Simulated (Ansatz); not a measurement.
# AlNi (Pm-3m): thermal expansion from first principles

Aim: the lattice, expansion, heat capacity and bulk modulus of AlNi as it warms.

What experiment has found for this phase:
- heat capacity C_P per formula unit 45.9 J/mol/K near room temperature (given in “High-Throughput Prediction of Finite-Temperature Properties using the Quasi-Harmonic Approximation”, 2016, arXiv:1603.06924)

Program: Ansatz 0.2.0. Level of theory: DFT PBEsol, scalar-relativistic, plane waves, PAW. Results are calculated unless marked as measured.

The database entry behind the starting cell differs from later determinations by our own check (about 0.2 % short), so it need not match the best structure at ambient conditions.

### 1. Set-up

The structure is cubic, space group Pm-3m (No. 221). The conventional cell has a = 2.881 Å, b = 2.881 Å, c = 2.881 Å, α = 90.00°, β = 90.00°, γ = 90.00°. Nearest to Al lie 8 Ni at 2.50 Å. Ni has 8 Al at 2.50 Å nearest. Farther neighbours are not listed.

### 2. A first coarse run

A cheap single point shows whether the cell is a metal or an insulator and how far it is from rest; that sets the k-mesh and the occupations of what follows.

The input, input.yaml:

```yaml
crystal:
  lattice:
    - [2.881, 0.0, 0.0]
    - [0.0, 2.881, 0.0]
    - [0.0, 0.0, 2.881]
  atoms:
    - { symbol: Al, position: [0.0, 0.0, 0.0] }
    - { symbol: Ni, position: [0.5, 0.5, 0.5] }
kpoints:
  mp_grid: { grid: [6, 6, 6] }
hamiltonian:
  xc: pbesol
scf:
  occupations: { method: gaussian, width: 0.1 }
  lower_state_search: "off"
output:
  forces: true
  stress: true
  eigenvalues: true
```

Launch:

```console
$ ansatz run input.yaml --threads 8 --pin off --max-ram 16384MiB --backend cpu --events-out ev --progress --plain --runs-dir out
```

Numbers of over 12 decimals in the logs are rounded to 6 here.

The log of the run:

```text
Engine: ansatz 0.2.0, aarch64-unknown-linux-gnu
Pseudopotentials: kind: paw
Pseudopotential: Al, paw, valence charge 3, recommended cutoff 420 eV (normal), Al.paw.azcp
Pseudopotential: Ni, paw, valence charge 18, recommended cutoff 420 eV (normal), Ni.paw.azcp
Functional definition: PBEsol
  exchange = pbesol_x
  correlation = pbesol_c
Crystal: 2 atoms, lattice volume = 23.913 Å³
Basis set: ecut = 420 eV, 461 PW (Γ), exchange–correlation on 40×40×40 points (8 copies of the dense FFT grid, shifted against one another)
Bands: 15, of which v1, the nominal top of the filled ones, is band 11 counted from 1 (10 counted from 0)
Symmetry: 48 space group operations
Space group: Pm-3m (ITA 221), of the structure as read, at distance tolerance 2.9e-5 Å
k-points: 20 of 216
Non-local potential: Al, projectors of the file, l = 0: 2, l = 1: 2, l = 2: 1
Non-local potential: Ni, projectors of the file, l = 0: 3, l = 1: 2, l = 2: 3, l = 3: 1
PAW form: soft (Blöchl's): semilocal exchange-correlation on the pseudo side does not see the compensation charge
PAW frozen core: Al, regenerated for the run's functional, and the local potential with it (the file was generated under x = pbe(κ = 0.804, μ = 0.219515), c = pbe(β = 0.066725))
PAW frozen core: Ni, regenerated for the run's functional, and the local potential with it (the file was generated under x = pbe(κ = 0.804, μ = 0.219515), c = pbe(β = 0.066725))
PAW one-centre angular grid: Al, 110 points (default); XC on 64 Gauss nodes
PAW one-centre angular grid: Ni, 590 points (default); XC on 64 Gauss nodes
Initial density: superposition of atomic densities (neutral atoms: chi_scale 0, normalization atom), corrected by the library's trained network
Initial wavefunctions: pseudopotential atomic-orbital guess
Functional: x = pbesol(κ = 0.804, μ = 0.123457), c = pbesol(β = 0.046)
SCF iter   1: F=—  HF=-6330.841104 eV  |F-HF|=—  |Δ(HF+E_count)|=         —  Δρ=2.01e-2  dr2=5.80e-2  ethr=1.77e-3  ⟨swp⟩=4.8  Hψ=1385  notcnv=0
preconditioner: auto → none  [insulator: Δε(μ)=0.294 eV  Ē_g=9.640 eV  σ=0.100 eV  W_gap=0.57  n_scr=6 (ndim 8)  ℏωp=27.4 eV  f_vac=0.000  D(μ)=1.43/eV (n_scr^D=18)  ε∞_Penn≈9.1]
SCF iter   2: F=—  HF=-6330.833469 eV  |F-HF|=—  |Δ(HF+E_count)|=   7.63e-3  Δρ=3.21e-3  dr2=2.07e-3  ethr=2.76e-4  ⟨swp⟩=1.9  Hψ=530  notcnv=0  defer=6
SCF iter   3: F=—  HF=-6330.833249 eV  |F-HF|=—  |Δ(HF+E_count)|=   2.20e-4  Δρ=1.04e-3  dr2=2.16e-4  ethr=9.85e-6  ⟨swp⟩=1.1  Hψ=296  notcnv=0  defer=7
SCF iter   4: F=—  HF=-6330.833229 eV  |F-HF|=—  |Δ(HF+E_count)|=   2.07e-5  Δρ=3.96e-5  dr2=9.92e-8  ethr=1.03e-6  ⟨swp⟩=1.4  Hψ=318  notcnv=0  defer=7
SCF iter   5: F=—  HF=-6330.833219 eV  |F-HF|=—  |Δ(HF+E_count)|=   9.59e-6  Δρ=1.05e-5  dr2=3.59e-8  ethr=4.72e-10  ⟨swp⟩=2.1  Hψ=511  notcnv=0  defer=7
SCF iter   6: F=-6330.833219 eV  HF=-6330.833219 eV  |F-HF|=4.26e-10  |Δ(HF+E_count)|=   7.95e-9  Δρ=1.24e-6  dr2=5.78e-10  ethr=1.71e-10  ⟨swp⟩=3.3  Hψ=1021  notcnv=0
SCF 1 converged in 6 iterations: F = -6330.833219 eV  dr2 = 5.78e-10
  greatest PAW one-centre occupation: 1.001 electrons in one spin orbital (limit 2), on the Ni atom at site 1 (counted from 0), in its partial waves of l = 1
SCF converged after 6 iterations
Free energy (F): -6330.833219 eV
Harris-Foulkes:  -6330.833219 eV  (|F-HF|=4.26e-10)
Internal energy: -6330.825977 eV  (E = F + TS)
E sigma→0 (E₀):  -6330.829598 eV
Entropy (-TS):   -0.007242 eV (-3.621 meV/atom)
Fermi energy:    13.895620 eV
--- Per-component energies (eV) ---
  E_band       = -337.788262
  E_kinetic    = 311.318324
  E_local      = -4445.961482  (includes V_loc(G=0)·N_el)
  E_nonlocal   = 648.692843
  E_hartree    = 1910.851053
  E_xc         = -125.557258
  E_vxc        = -140.686827  (∫ρ·V_xc dr)
  E_paw        = -2052.771973  (= ΣΔE_a)
  E_vpaw       = -532.855259  (= ΣTr[D̂ρ^β])
  E_aug_tail   = 0.000464  (compensation charges beyond the density's cutoff)
  E_ewald      = -2577.614375
  E_core_change = 0.216428  (= ΣΔE_core)
  E_smearing   = -0.007242  (= −TS)
  E_closure    = -0.000000  (closes the sum)
  Σ components = -6330.833219   (vs F -6330.833219, Δ=0.00e0)
--- Forces (eV/Å), atoms counted from 1 ---
  atom   1  Al    -0.00000000     0.00000000    -0.00000000
  atom   2  Ni     0.00000000     0.00000000    -0.00000000
  max |Σ_I F_I| component: 9.99e-29 eV/Å
--- Stress (GPa, compression-positive) ---
       -2.990155       0.000000       0.000000
        0.000000      -2.990155       0.000000
        0.000000       0.000000      -2.990155
  P = ⅓ Tr σ = -2.9902 GPa (-29.902 kbar)
--- Band table (eV; the first three rows and the last of 20) ---
  k-point 0: bands = [... 7 lower, 12.2996, 12.2996, 12.2996, 19.3223, 19.3223, 19.3223, 21.9639, 21.9639]
  k-point 1: bands = [... 7 lower, 12.0992, 12.0992, 12.3219, 16.2385, 19.9757, 19.9757, 21.9908, 24.4382]
  k-point 2: bands = [... 7 lower, 11.7473, 11.7473, 12.3668, 13.6885, 21.6988, 21.6988, 22.0576, 26.3635]
  k-point 19: bands = [... 7 lower, 12.8585, 12.8585, 15.7958, 15.7958, 15.7958, 17.5639, 18.3266, 18.3266]
```

The job ended after 0.93 s (8 threads of Arm Neoverse V2, shared host; peak memory 0.28 GiB; 1.6 s of CPU time).

Reading the cycles: dr2 is the Hartree energy of the density residual (eV), the measure of convergence; HF is the Harris–Foulkes estimate of the energy, which meets the free energy F at convergence.

This run has no spin polarisation, although Ni can carry a moment.

Numbers from this step:

* pressure: -2.990 GPa
* volume per atom: 11.96 Å³/atom
* gap on the k-mesh: 0 eV

The start is under -3.0 GPa at this level and looks like a metal on this mesh.

### 3. Relaxation

Phonons are second derivatives about a minimum, so cell and atoms are relaxed first, inside the symmetry of the start.

input.yaml, the sections that differ from step 2:

```yaml
kpoints:
  mp_grid: { grid: [14, 14, 14] }
output:
  forces: true
  stress: true
  eigenvalues: true
  write_density: true
  write_potential: true
  elf: true
  volumetric_format: npy
relax:
  adjacent_minimum: "off"
  f_tol: 0.005
  max_steps: 80
  cell: { stress_tol: 0.05 }
# crystal, hamiltonian, scf: as in step 2
```

The log of the run:

```text
[...]
Crystal: 2 atoms, lattice volume = 23.913 Å³
Basis set: ecut = 420 eV, 461 PW (Γ), exchange–correlation on 40×40×40 points (8 copies of the dense FFT grid, shifted against one another)
Bands: 15, of which v1, the nominal top of the filled ones, is band 11 counted from 1 (10 counted from 0)
Symmetry: 48 space group operations
[...]
k-points: 120 of 2744
[...]
SCF iter   1: F=—  HF=-6330.865888 eV  |F-HF|=—  |Δ(HF+E_count)|=         —  Δρ=1.84e-2  dr2=4.73e-2  ethr=1.77e-3  ⟨swp⟩=4.7  Hψ=8209  notcnv=0
[...]
SCF iter   6: F=-6330.859458 eV  HF=-6330.859458 eV  |F-HF|=1.07e-10  |Δ(HF+E_count)|=   1.53e-9  Δρ=7.41e-7  dr2=1.15e-10  ethr=1.40e-10  ⟨swp⟩=6.3  Hψ=9710  notcnv=0
SCF 1 converged in 6 iterations: F = -6330.859458 eV  dr2 = 1.15e-10
[...]
relax step   1: F+E_penalty+E_count = -6330.85945793 eV  Δ(F+E_penalty+E_count) = +0.000e0 eV  max|allowed force component| = 7.192e-29 eV/Å  Δτ_max = 0.0000 Å  P = -3.231 GPa  Ω = 23.913 Å³  (6 SCF iters, dr2 threshold 1.00e-7 eV, accepted)
Crystal: 2 atoms, lattice volume = 23.630 Å³
[...]
iter 1 solved again at ethr=1.84e-6 eV; its pass at ethr=3.10e-3 eV (dr2=3.87e-4 eV) is discarded
[...]
SCF iter   6: F=-6330.863568 eV  HF=-6330.863568 eV  |F-HF|=1.82e-12  |Δ(HF+E_count)|=  6.37e-12  Δρ=2.59e-8  dr2=1.20e-13  ethr=1.00e-12  ⟨swp⟩=4.2  Hψ=7925  notcnv=0
SCF 2 converged in 6 iterations: F = -6330.863568 eV  dr2 = 1.20e-13
relax step   2: F+E_penalty+E_count = -6330.86356790 eV  Δ(F+E_penalty+E_count) = -4.110e-3 eV  max|allowed force component| = 5.292e-30 eV/Å  Δτ_max = 0.0000 Å  P = -1.283 GPa  Ω = 23.630 Å³  energy of the carried Pulay correction = +1.030e-4 eV  (6 SCF iters, dr2 threshold 2.00e-7 eV, accepted)
Crystal: 2 atoms, lattice volume = 23.447 Å³
[...]
SCF iter   6: F=-6330.864348 eV  HF=-6330.864348 eV  |F-HF|=3.64e-12  |Δ(HF+E_count)|=  1.18e-11  Δρ=8.36e-8  dr2=7.66e-13  ethr=1.00e-12  ⟨swp⟩=4.2  Hψ=7989  notcnv=0
SCF 3 converged in 6 iterations: F = -6330.864348 eV  dr2 = 7.66e-13
relax step   3: F+E_penalty+E_count = -6330.86434759 eV  Δ(F+E_penalty+E_count) = -7.797e-4 eV  max|allowed force component| = 5.308e-30 eV/Å  Δτ_max = 0.0000 Å  P = +0.042 GPa  Ω = 23.447 Å³  energy of the carried Pulay correction = +1.701e-4 eV  (6 SCF iters, dr2 threshold 2.00e-7 eV, accepted)
[...]
SCF iter   6: F=-6330.864184 eV  HF=-6330.864184 eV  |F-HF|=1.82e-12  |Δ(HF+E_count)|=  1.82e-12  Δρ=9.89e-9  dr2=2.32e-14  ethr=1.00e-12  ⟨swp⟩=3.1  Hψ=6541  notcnv=0
SCF 4 converged in 6 iterations: F = -6330.864184 eV  dr2 = 2.32e-14
relax step   4: F+E_penalty+E_count = -6330.86418373 eV  Δ(F+E_penalty+E_count) = +1.639e-4 eV  max|allowed force component| = 5.670e-31 eV/Å  Δτ_max = 0.0000 Å  P = +0.036 GPa  Ω = 23.447 Å³  stress off target by 3.61e-2 GPa  SCF on the basis re-selected at this cell (its energy is not comparable with the rows above)  (6 SCF iters)
basis re-selected at this cell: Δ(F+E_penalty+E_count) = +1.639e-4 eV, ΔP = -0.006 GPa vs the last step (what re-selecting the basis moved, of the pressure what is left beyond the Pulay correction that the steps carried, after the strain that the cell walked since its last selection, with what the two solves' SCF thresholds leave and, on support functions, any second-order correction that the steps lacked; it is no m [...]
SCF converged after 6 iterations
Free energy (F): -6330.864184 eV
[...]
Internal energy: -6330.859096 eV  (E = F + TS)
E sigma→0 (E₀):  -6330.861640 eV
Entropy (-TS):   -0.005088 eV (-2.544 meV/atom)
Fermi energy:    14.164011 eV
[...]
--- Stress (GPa, compression-positive) ---
        0.036099       0.000000       0.000000
        0.000000       0.036099       0.000000
        0.000000       0.000000       0.036099
  P = ⅓ Tr σ = 0.0361 GPa (0.361 kbar)
--- Band table (eV; the first three rows and the last of 120) ---
  k-point 0: bands = [... 7 lower, 12.6177, 12.6177, 12.6177, 19.7445, 19.7445, 19.7445, 22.3693, 22.3693]
  k-point 1: bands = [... 7 lower, 12.5752, 12.5752, 12.6223, 18.7601, 19.8706, 19.8706, 22.3726, 23.2591]
  k-point 2: bands = [... 7 lower, 12.4605, 12.4605, 12.6351, 17.1522, 20.2367, 20.2367, 22.3824, 24.5404]
  k-point 119: bands = [... 7 lower, 13.1947, 13.1947, 16.1205, 16.1205, 16.1205, 18.0723, 18.7586, 18.7586]
--- Relaxed structure (3 steps of the walk, 3 accepted, 1 SCFs on fresh bases) ---
  F+E_penalty+E_count = -6330.86418373 eV   max|allowed force component| = 5.670e-31 eV/Å   (the final SCF, on the basis selected at the relaxed cell)
  cell:  # Å, volume = 23.4468 Å³
    - [2.862166, 0.0, 0]
    - [0, 2.862166, 0.0]
    - [0, 0.0, 2.862166]
  atoms:
    - { symbol: Al, position: [0, 0, 0] }
    - { symbol: Ni, position: [0.5, 0.5, 0.5] }
```

Elapsed: 2.2 s, on 8 threads; peak memory 0.35 GiB.

The steps of the relaxation:

```tsv
step	energy less that of the first step (eV)	largest force component (eV/Å)	pressure (GPa)	volume (Å³)
1	0.0000	0.0000	-3.23	23.91
2	-0.0041	0.0000	-1.28	23.63
3	-0.0049	0.0000	0.04	23.45
4*	-0.0047	0.0000	0.04	23.45
```

Relaxation steps marked * repeat the geometry before them on a plane-wave basis chosen anew for their cell, so energy and pressure can jump there.

The run keeps the 48 symmetry operations that it works with, so distortions that break them were not tested.

```tsv
conventional cell, symmetrised	before	after	change
a (Å)	2.881	2.862	-0.7 %
b (Å)	2.881	2.862	-0.7 %
c (Å)	2.881	2.862	-0.7 %
volume (Å³/atom)	11.96	11.72	-1.9 %
```

Final coordinates:

```cif
data_structure
_symmetry_space_group_name_H-M 'P 1'
_symmetry_Int_Tables_number 1
_cell_length_a 2.8622
_cell_length_b 2.8622
_cell_length_c 2.8622
_cell_angle_alpha 90.000
_cell_angle_beta 90.000
_cell_angle_gamma 90.000
_cell_volume 23.45
loop_
_atom_site_label
_atom_site_type_symbol
_atom_site_fract_x
_atom_site_fract_y
_atom_site_fract_z
_atom_site_occupancy
Al1 Al 0.00000 0.00000 0.00000 1
Ni2 Ni 0.50000 0.50000 0.50000 1
```

Numbers from this step:

| Item | Value |
| --- | --- |
| pressure | 0.03610 GPa |
| volume per atom | 11.72 Å³/atom |

ELF in the ac plane at fractional y = 0.500, with atoms of Ni within 0.2 Å of it. It is the smooth field of the valence electrons, not physical close to the nuclei.

Ten even steps from '0' (0.18) to '9' (0.66):
```
666543222234566
665421000012456
554200000000245
542000111100024
431001233210013
320012577521002
320013799731002
320013799731002
320012577521002
431001233210013
542000111100024
554200000000245
665421000012456
666543222234566
666554333345566
```
Columns run along a (2.9 Å), rows up along c (2.9 Å). Atoms in or near the plane, at fractional coordinates: Ni at (0.50, 0.50).

Electrostatic potential energy in the ac plane at fractional y = 0.500, with atoms of Ni within 0.2 Å of it. With pseudopotentials it is smooth inside the atoms' cores, unlike the true potential.

Values in eV, 15 rows by 15 columns:
```
 13  14  14  14  15  15  15  15  15  15  15  15  14  14  14
 14  14  14  14  14  13  13  12  12  13  13  14  14  14  14
 15  14  14  13  12   9   5   1   1   5   9  12  13  14  14
 15  15  14  12   7  -3 -14 -20 -20 -14  -3   7  12  14  15
 15  15  13   9  -3 -20 -34 -41 -41 -34 -20  -3   9  13  15
 16  15  13   5 -14 -34 -48 -55 -55 -48 -34 -14   5  13  15
 16  15  12   1 -20 -41 -55 -55 -55 -55 -41 -20   1  12  15
 16  15  12   1 -20 -41 -55 -55 -55 -55 -41 -20   1  12  15
 16  15  13   5 -14 -34 -48 -55 -55 -48 -34 -14   5  13  15
 15  15  13   9  -3 -20 -34 -41 -41 -34 -20  -3   9  13  15
 15  15  14  12   7  -3 -14 -20 -20 -14  -3   7  12  14  15
 15  14  14  13  12   9   5   1   1   5   9  12  13  14  14
 14  14  14  14  14  13  13  12  12  13  13  14  14  14  14
 13  14  14  14  15  15  15  15  15  15  15  15  14  14  14
 13  13  14  15  15  15  16  16  16  16  15  15  15  14  13
```
Columns run along a (2.9 Å; values clipped at the 3rd and 97th percentile), rows up along c (2.9 Å). Atoms in or near the plane, at fractional coordinates: Ni at (0.50, 0.50).

Valence density in the ac plane at fractional y = 0.500, with atoms of Ni within 0.2 Å of it. It is the smooth field of the valence electrons, not physical close to the nuclei.

Ten steps, logarithmic in the rise over the least value, from '0' (0 e/Å³) to '9' (47 e/Å³):
```
000000000000000
000000000000000
000000111100000
000011233211000
000013566531000
000125788752100
000136899863100
000136899863100
000125788752100
000013566531000
000011233211000
000000111100000
000000000000000
000000000000000
000000000000000
```
Columns run along a (2.9 Å), rows up along c (2.9 Å). Atoms in or near the plane, at fractional coordinates: Ni at (0.50, 0.50).

The relaxation ends with a pressure of 0.04 GPa.

### 4. Tight relaxation

The relaxation is repeated with tighter thresholds on force and stress, since phonons are sensitive to what is left; a change of mesh or smearing in the input moves the cell too.

The input, input.yaml:

```yaml
crystal:
  lattice:
    - [2.8621655257, 0.0, 0.0]
    - [0.0, 2.8621655257, 0.0]
    - [0.0, 0.0, 2.8621655257]
  atoms:
    - { symbol: Al, position: [0.0, 0.0, 0.0] }
    - { symbol: Ni, position: [0.5, 0.5, 0.5] }
kpoints:
  mp_grid: { grid: [16, 16, 16] }
hamiltonian:
  xc: pbesol
scf:
  occupations: { method: methfessel_paxton, width: 0.2 }
  lower_state_search: "off"
output:
  forces: true
  stress: true
  eigenvalues: true
relax:
  adjacent_minimum: "off"
  f_tol: 0.001
  max_steps: 60
  cell: { stress_tol: 0.01 }
```

The log of the run:

```text
[...]
Crystal: 2 atoms, lattice volume = 23.447 Å³
Basis set: ecut = 420 eV, 461 PW (Γ), exchange–correlation on 40×40×40 points (8 copies of the dense FFT grid, shifted against one another)
Bands: 15, of which v1, the nominal top of the filled ones, is band 11 counted from 1 (10 counted from 0)
Symmetry: 48 space group operations
[...]
k-points: 165 of 4096
[...]
k-point 164: bands = [... 7 lower, 13.2014, 13.2014, 16.1234, 16.1234, 16.1234, 18.0750, 18.7631, 18.7631]
--- Relaxed structure (3 steps of the walk, 3 accepted, 1 SCFs on fresh bases) ---
[...]
cell:  # Å, volume = 23.4433 Å³
    - [2.862022, 0, 0]
    - [0, 2.862022, 0]
    - [0, 0, 2.862022]
  atoms:
    - { symbol: Al, position: [0, 0, 0] }
    - { symbol: Ni, position: [0.5, 0.5, 0.5] }
[key lines of the parts left out:]
SCF converged after 8 iterations
Free energy (F): -6330.863873 eV
Fermi energy:    14.191499 eV
P = ⅓ Tr σ = -0.0002 GPa (-0.002 kbar)
```

Wall time 2.3 s (8 threads); peak memory 0.38 GiB; 13 s of CPU time.

Little changed from the start: no atom moved by 0.005 Å and no cell edge by 0.1 %.

Numbers from this step:

```yaml
pressure: -1.69e-4 GPa
```

The residual pressure is -1.7e-4 GPa, small enough for phonons.

### 5. Relaxing at another setting

The functional, the potentials or the cutoff change, so the crystal is relaxed again at the new setting.

input.yaml, the sections that differ from step 4:

```yaml
crystal:
  lattice:
    - [2.862022471, 0.0, 0.0]
    - [0.0, 2.862022471, 0.0]
    - [0.0, 0.0, 2.862022471]
  atoms:
    - { symbol: Al, position: [0.0, 0.0, 0.0] }
    - { symbol: Ni, position: [0.5, 0.5, 0.5] }
basis:
  ecutwfc: 550.0
# kpoints, hamiltonian, scf, output, relax: as in step 4
```

The log of the run:

```text
[...]
Crystal: 2 atoms, lattice volume = 23.443 Å³
Basis set: ecut = 550 eV, 691 PW (Γ), exchange–correlation on 48×48×48 points (8 copies of the dense FFT grid, shifted against one another)
Bands: 15, of which v1, the nominal top of the filled ones, is band 11 counted from 1 (10 counted from 0)
Symmetry: 48 space group operations
[...]
k-points: 165 of 4096
[...]
k-point 164: bands = [... 7 lower, 13.2004, 13.2004, 16.1223, 16.1223, 16.1223, 18.0741, 18.7614, 18.7614]
--- Relaxed structure (1 steps of the walk, 1 accepted, 1 SCFs on fresh bases) ---
[...]
cell:  # Å, volume = 23.4433 Å³
    - [2.862022471, 0.0, 0.0]
    - [0.0, 2.862022471, 0.0]
    - [0.0, 0.0, 2.862022471]
  atoms:
    - { symbol: Al, position: [0.0, 0.0, 0.0] }
    - { symbol: Ni, position: [0.5, 0.5, 0.5] }
[key lines of the parts left out:]
SCF converged after 4 iterations
Free energy (F): -6330.865685 eV
Fermi energy:    14.190313 eV
P = ⅓ Tr σ = -0.0036 GPa (-0.036 kbar)
```

The job ended after 1.8 s (8 threads; peak memory 0.41 GiB; 11 s of CPU time).

Little changed from the start: no atom moved by 0.005 Å and no cell edge by 0.1 %.

This step gave:

```yaml
pressure: -0.003605 GPa
```

The residual pressure is -0.0036 GPa, small enough for phonons.

(Part 1 of 3 ends here.)

[Logs are printed without paths, hosts, clocks, repeated set-up lines and the standing remarks that a program may print on its own settings, such as how far it seeks lower states.]

[Hosts, paths, dates, database ids (printed as entryN), source tags and the programs' standing remarks are cut or masked in the printed files.]

[A step with changed settings may run another functional than the one named; its input shows which.]
